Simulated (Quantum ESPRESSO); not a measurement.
# GaP (F-43m): a volume series of phonon spectra, part 4 of 8

Aim: how the vibrations of GaP shift with volume, and the expansion that follows.

Experimental results on record:
- volume expansion coefficient 15.9 1e-6/K, heat capacity C_P per formula unit 44.2 J/mol/K and bulk modulus 88.7 GPa near room temperature (given in “High-Throughput Prediction of Finite-Temperature Properties using the Quasi-Harmonic Approximation”, 2016, arXiv:1603.06924)

Quantum ESPRESSO 7.5; DFT LDA, scalar-relativistic, plane waves, PseudoDojo norm-conserving pseudopotentials.

So far, gap on the k-mesh (eV): step 2 (probe on a coarse mesh) 1.50; step 3 (finding the static equilibrium) 1.44.

**5. Zone-centre response**

In a polar crystal the Born charges and ε∞ give the long-range dipole term that a finite supercell misses. They are those of this k-mesh and were not tested on a denser one; where the gap is small they converge slowly, and the LO modes with them.

Input file ph.in:

```
phonons
 &inputph
    prefix='x',
    outdir='./tmp',
    fildyn='x.dyn',
    tr2_ph=1.0d-18,
    epsil=.true.,
 /
0.000000000 0.000000000 0.000000000
```

Input file scf.in:

```
 &control
    calculation='scf',
    prefix='x',
    outdir='./tmp',
    pseudo_dir='./pseudo',
    tprnfor=.true.,
    tstress=.true.,
 /
 &system
    ibrav=0,
    nat=2,
    ntyp=2,
    ecutwfc=80.0,
    occupations='fixed',
    nbnd=11,
 /
 &electrons
    conv_thr=1.0d-12,
    mixing_beta=0.7,
    electron_maxstep=100,
 /
ATOMIC_SPECIES
 Ga     69.7230  Ga.upf
 P      30.9738  P.upf
CELL_PARAMETERS angstrom
     0.000000000    2.693648674    2.693648674
     2.693648674    0.000000000    2.693648674
     2.693648674    2.693648674    0.000000000
ATOMIC_POSITIONS crystal
 Ga     0.000000000   0.000000000   0.000000000
 P      0.250000000   0.250000000   0.250000000
K_POINTS automatic
 8 8 8 0 0 0
```

Run with:

```sh
> OMP_NUM_THREADS=1 mpirun -n 4 ph.x -nk 4 -in ph.in > ph.out
```

What it wrote:

```text
[banner, memory and clock lines left out]
Program PHONON v.7.5

     ./tmp/x.save/

     IMPORTANT: XC functional enforced from input :
     Exchange-correlation= PW
                           (   1   4   0   0   0   0   0)
     Any further DFT definition will be discarded
     Please, verify this is what you really want

     G-vector sticks info

     Reading collected, re-writing distributed wavefunctions in ./tmp/

     Number and degeneracy of irreps per q-point
       N         xq(1)         xq(2)         xq(3)   N irreps
       1   0.000000000   0.000000000   0.000000000       2
        3   3

     Calculation of q =    0.0000000   0.0000000   0.0000000

     phonons

     bravais-lattice index     =            0
     lattice parameter (alat)  =       7.1987  a.u.
     unit-cell volume          =     263.7846 (a.u.)^3
     number of atoms/cell      =            2
     number of atomic types    =            2
     kinetic-energy cut-off    =      80.0000  Ry
     charge density cut-off    =     320.0000  Ry
     convergence threshold     =      1.0E-18
     beta                      =       0.7000
     number of iterations used =            4
     Exchange-correlation= PW
                           (   1   4   0   0   0   0   0)

     celldm(1)=    7.19871  celldm(2)=    0.00000  celldm(3)=    0.00000
     celldm(4)=    0.00000  celldm(5)=    0.00000  celldm(6)=    0.00000

     crystal axes: (cart. coord. in units of alat)
               a(1) = (  0.0000  0.7071  0.7071 )
               a(2) = (  0.7071  0.0000  0.7071 )
               a(3) = (  0.7071  0.7071  0.0000 )

     reciprocal axes: (cart. coord. in units 2 pi/alat)
               b(1) = ( -0.7071  0.7071  0.7071 )
               b(2) = (  0.7071 -0.7071  0.7071 )
               b(3) = (  0.7071  0.7071 -0.7071 )

     Atoms inside the unit cell:

     Cartesian axes

     site n.  atom      mass           positions (alat units)
        1  Ga     69.7230   tau(    1) = (    0.00000    0.00000    0.00000  )
        2  P      30.9738   tau(    2) = (    0.35355    0.35355    0.35355  )

     Computing dynamical matrix for
                    q = (   0.0000000   0.0000000   0.0000000 )

     25 Sym.Ops. (with q -> -q+G )

     G cutoff =  420.0489  (  25605 G-vectors)     FFT grid: ( 45, 45, 45)
     number of k points=    29
                       cart. coord. in units 2pi/alat
        k(    1) = (   0.0000000   0.0000000   0.0000000), wk =   0.0039062
        k(    2) = (   0.0883883   0.0883883  -0.0883883), wk =   0.0312500
        k(    3) = (   0.1767767   0.1767767  -0.1767767), wk =   0.0312500
        k(    4) = (   0.2651650   0.2651650  -0.2651650), wk =   0.0312500
        k(    5) = (  -0.3535534  -0.3535534   0.3535534), wk =   0.0156250
        k(    6) = (   0.1767767   0.0000000   0.0000000), wk =   0.0234375
        k(    7) = (   0.2651650   0.0883883  -0.0883883), wk =   0.0937500
        k(    8) = (   0.3535534   0.1767767  -0.1767767), wk =   0.0937500
        k(    9) = (  -0.2651650  -0.4419417   0.4419417), wk =   0.0937500
        k(   10) = (  -0.1767767  -0.3535534   0.3535534), wk =   0.0937500
        k(   11) = (  -0.0883883  -0.2651650   0.2651650), wk =   0.0937500
        k(   12) = (   0.0000000  -0.1767767   0.1767767), wk =   0.0468750
        k(   13) = (   0.3535534   0.0000000   0.0000000), wk =   0.0234375
        k(   14) = (   0.4419417   0.0883883  -0.0883883), wk =   0.0937500
        k(   15) = (  -0.1767767  -0.5303301   0.5303301), wk =   0.0937500
        k(   16) = (  -0.0883883  -0.4419417   0.4419417), wk =   0.0937500
[...]
k(   22) = (   0.3535534   0.1767767   0.0000000), wk =   0.0937500
        k(   23) = (  -0.2651650  -0.4419417   0.6187184), wk =   0.1875000
        k(   24) = (  -0.1767767  -0.3535534   0.5303301), wk =   0.0937500
        k(   25) = (  -0.1767767  -0.5303301   0.7071068), wk =   0.0937500
        k(   26) = (  -0.0883883  -0.4419417   0.6187184), wk =   0.1875000
        k(   27) = (   0.0000000  -0.3535534   0.5303301), wk =   0.0937500
        k(   28) = (  -0.7071068   0.1767767  -0.0000000), wk =   0.0468750
        k(   29) = (  -0.7071068   0.3535534   0.0000000), wk =   0.0234375

     PseudoPot. # 1 for Ga read from file:
     ./pseudo/Ga.upf
     Pseudo is Norm-conserving + core correction, Zval = 13.0
     Using radial grid of 1858 points,  6 beta functions with:
                l(1) =   0
                l(2) =   0
                l(3) =   1
                l(4) =   1
                l(5) =   2
                l(6) =   2

     PseudoPot. # 2 for P  read from file:
     ./pseudo/P.upf
     Pseudo is Norm-conserving + core correction, Zval =  5.0
     Using radial grid of 1298 points,  6 beta functions with:
                l(1) =   0
                l(2) =   0
                l(3) =   1
                l(4) =   1
                l(5) =   2
                l(6) =   2

     Mode symmetry, T_d (-43m)  point group:

     Electric field:
     Dielectric constant
     Born effective charges as d Force / d E

     Atomic displacements:
     There are    2 irreducible representations

     Representation     1      3 modes -  To be done

     Representation     2      3 modes -  To be done

     Alpha used in Ewald sum =   2.8000

     Electric Fields Calculation

      thresh= 1.000E-02 alpha_mix =  0.700 |ddv_scf|^2 =  1.615E-07

      thresh= 4.019E-05 alpha_mix =  0.700 |ddv_scf|^2 =  1.184E-08

      thresh= 1.088E-05 alpha_mix =  0.700 |ddv_scf|^2 =  1.019E-10

      thresh= 1.010E-06 alpha_mix =  0.700 |ddv_scf|^2 =  9.079E-12

      thresh= 3.013E-07 alpha_mix =  0.700 |ddv_scf|^2 =  2.999E-13

      thresh= 5.476E-08 alpha_mix =  0.700 |ddv_scf|^2 =  5.545E-15

      thresh= 7.446E-09 alpha_mix =  0.700 |ddv_scf|^2 =  1.512E-16

      thresh= 1.230E-09 alpha_mix =  0.700 |ddv_scf|^2 =  1.752E-19

     End of electric fields calculation

          Dielectric constant in cartesian axis

          (      11.586810251      -0.000000000      -0.000000000 )
          (      -0.000000000      11.586810251       0.000000000 )
          (      -0.000000000       0.000000000      11.586810251 )

          Effective charges (d Force / dE) in cartesian axis without acoustic sum rule applied (asr)

           atom    1  Ga    Mean Z*:        2.04090
      Ex  (        2.04090        0.00000       -0.00000 )
      Ey  (        0.00000        2.04090       -0.00000 )
      Ez  (        0.00000       -0.00000        2.04090 )
           atom    2  P     Mean Z*:       -2.16045
      Ex  (       -2.16045       -0.00000        0.00000 )
      Ey  (       -0.00000       -2.16045       -0.00000 )
      Ez  (        0.00000        0.00000       -2.16045 )

          Effective charges Sum: Mean:       -0.11955
             -0.11955        0.00000        0.00000
              0.00000       -0.11955       -0.00000
             -0.00000       -0.00000       -0.11955

          Effective charges (d Force / dE) in cartesian axis with asr applied:
           atom    1  Ga    Mean Z*:        2.10067
      E*x (        2.10067        0.00000       -0.00000 )
      E*y (        0.00000        2.10067       -0.00000 )
      E*z (       -0.00000       -0.00000        2.10067 )
           atom    2  P     Mean Z*:       -2.10067
      E*x (       -2.10067       -0.00000        0.00000 )
      E*y (       -0.00000       -2.10067        0.00000 )
      E*z (        0.00000        0.00000       -2.10067 )

     Representation #   1 modes #   1   2   3

     Self-consistent Calculation

      thresh= 1.000E-02 alpha_mix =  0.700 |ddv_scf|^2 =  4.598E-08

      thresh= 2.144E-05 alpha_mix =  0.700 |ddv_scf|^2 =  3.741E-09

      thresh= 6.116E-06 alpha_mix =  0.700 |ddv_scf|^2 =  6.051E-11

      thresh= 7.779E-07 alpha_mix =  0.700 |ddv_scf|^2 =  6.727E-12

      thresh= 2.594E-07 alpha_mix =  0.700 |ddv_scf|^2 =  2.460E-14

      thresh= 1.568E-08 alpha_mix =  0.700 |ddv_scf|^2 =  1.739E-16

      thresh= 1.319E-09 alpha_mix =  0.700 |ddv_scf|^2 =  4.320E-18

      thresh= 2.079E-10 alpha_mix =  0.700 |ddv_scf|^2 =  2.676E-20

     End of self-consistent calculation

     Convergence has been achieved

     Representation #   2 modes #   4   5   6

     Self-consistent Calculation

      thresh= 1.000E-02 alpha_mix =  0.700 |ddv_scf|^2 =  3.170E-06

      thresh= 1.780E-04 alpha_mix =  0.700 |ddv_scf|^2 =  7.534E-07

      thresh= 8.680E-05 alpha_mix =  0.700 |ddv_scf|^2 =  6.711E-10

      thresh= 2.591E-06 alpha_mix =  0.700 |ddv_scf|^2 =  1.531E-11

      thresh= 3.912E-07 alpha_mix =  0.700 |ddv_scf|^2 =  1.992E-13

      thresh= 4.463E-08 alpha_mix =  0.700 |ddv_scf|^2 =  5.031E-15

      thresh= 7.093E-09 alpha_mix =  0.700 |ddv_scf|^2 =  1.634E-16

      thresh= 1.278E-09 alpha_mix =  0.700 |ddv_scf|^2 =  2.726E-18

      thresh= 1.651E-10 alpha_mix =  0.700 |ddv_scf|^2 =  5.289E-20

     End of self-consistent calculation

     Convergence has been achieved

     Number of q in the star =    1
     List of q in the star:
          1   0.000000000   0.000000000   0.000000000

          Dielectric constant in cartesian axis

          (      11.586810251      -0.000000000      -0.000000000 )
          (      -0.000000000      11.586810251       0.000000000 )
          (      -0.000000000       0.000000000      11.586810251 )

          Effective charges (d Force / dE) in cartesian axis without acoustic sum rule applied (asr)

           atom    1  Ga    Mean Z*:        2.04090
      Ex  (        2.04090        0.00000       -0.00000 )
      Ey  (        0.00000        2.04090       -0.00000 )
      Ez  (        0.00000       -0.00000        2.04090 )
           atom    2  P     Mean Z*:       -2.16045
      Ex  (       -2.16045       -0.00000        0.00000 )
      Ey  (       -0.00000       -2.16045       -0.00000 )
      Ez  (        0.00000        0.00000       -2.16045 )

          Effective charges Sum: Mean:       -0.11955
             -0.11955        0.00000        0.00000
              0.00000       -0.11955       -0.00000
             -0.00000       -0.00000       -0.11955

          Effective charges (d Force / dE) in cartesian axis with asr applied:
           atom    1  Ga    Mean Z*:        2.10067
      E*x (        2.10067        0.00000       -0.00000 )
      E*y (        0.00000        2.10067       -0.00000 )
      E*z (       -0.00000       -0.00000        2.10067 )
           atom    2  P     Mean Z*:       -2.10067
      E*x (       -2.10067       -0.00000        0.00000 )
      E*y (       -0.00000       -2.10067        0.00000 )
      E*z (        0.00000        0.00000       -2.10067 )

     Diagonalizing the dynamical matrix

     q = (    0.000000000   0.000000000   0.000000000 )

 **************************************************************************
     freq (    1) =       0.049769 [THz] =       1.660099 [cm-1]
     freq (    2) =       0.049769 [THz] =       1.660099 [cm-1]
     freq (    3) =       0.049769 [THz] =       1.660099 [cm-1]
     freq (    4) =      10.951005 [THz] =     365.286217 [cm-1]
     freq (    5) =      10.951005 [THz] =     365.286217 [cm-1]
     freq (    6) =      10.951005 [THz] =     365.286217 [cm-1]
 **************************************************************************

     Mode symmetry, T_d (-43m)  point group:

     freq (   1-   3) =          1.7  [cm-1]   --> T_2  G_15 P_4   I+R
     freq (   4-   6) =        365.3  [cm-1]   --> T_2  G_15 P_4   I+R
```

It took 2.6 min on 4 MPI ranks of Arm Neoverse V2, shared host.

Numbers from this step:

```
Γ frequencies : 1.66, 1.66, 1.66, 365.3, 365.3, 365.3 cm⁻¹ (negative: imaginary)
Γ symmetry    : T_2 G_15 P_4 I+R, T_2 G_15 P_4 I+R, T_2 G_15 P_4 I+R, T_2 G_15 P_4 I+R, T_2 G_15 P_4 I+R, T_2 G_15 P_4 I+R
```

ε∞:

```
11.59  0.00  0.00
 0.00 11.59  0.00
 0.00  0.00 11.59
```

Born charge (rows field, columns displacement), before the sum rule (e), principal values of the symmetric part by kind of site:

```
atom  atoms with these values    low  middle   high   mean
 Ga1                        1   2.04    2.04   2.04   2.04
  P2                        1  -2.16   -2.16  -2.16  -2.16
```

In full for P2:

```
-2.16  0.00  0.00
 0.00 -2.16  0.00
 0.00  0.00 -2.16
```

The Born charges sum to zero within 0.12 e; the rest is removed before use. Acoustic frequencies in this log differ from zero by the error of the sum rule, which ph.x does not impose.

(Continued in part 5 of 8.)

[Logs are printed without paths, hosts, clocks, repeated set-up lines and the standing remarks that a program may print on its own settings, such as how far it seeks lower states.]

[Hosts, paths, dates, database ids (printed as entryN), source tags and the programs' standing remarks are cut or masked in the printed files.]

[A step with changed settings may run another functional than the one named; its input shows which.]

[Of the runs on displaced cells, only some may be shown.]
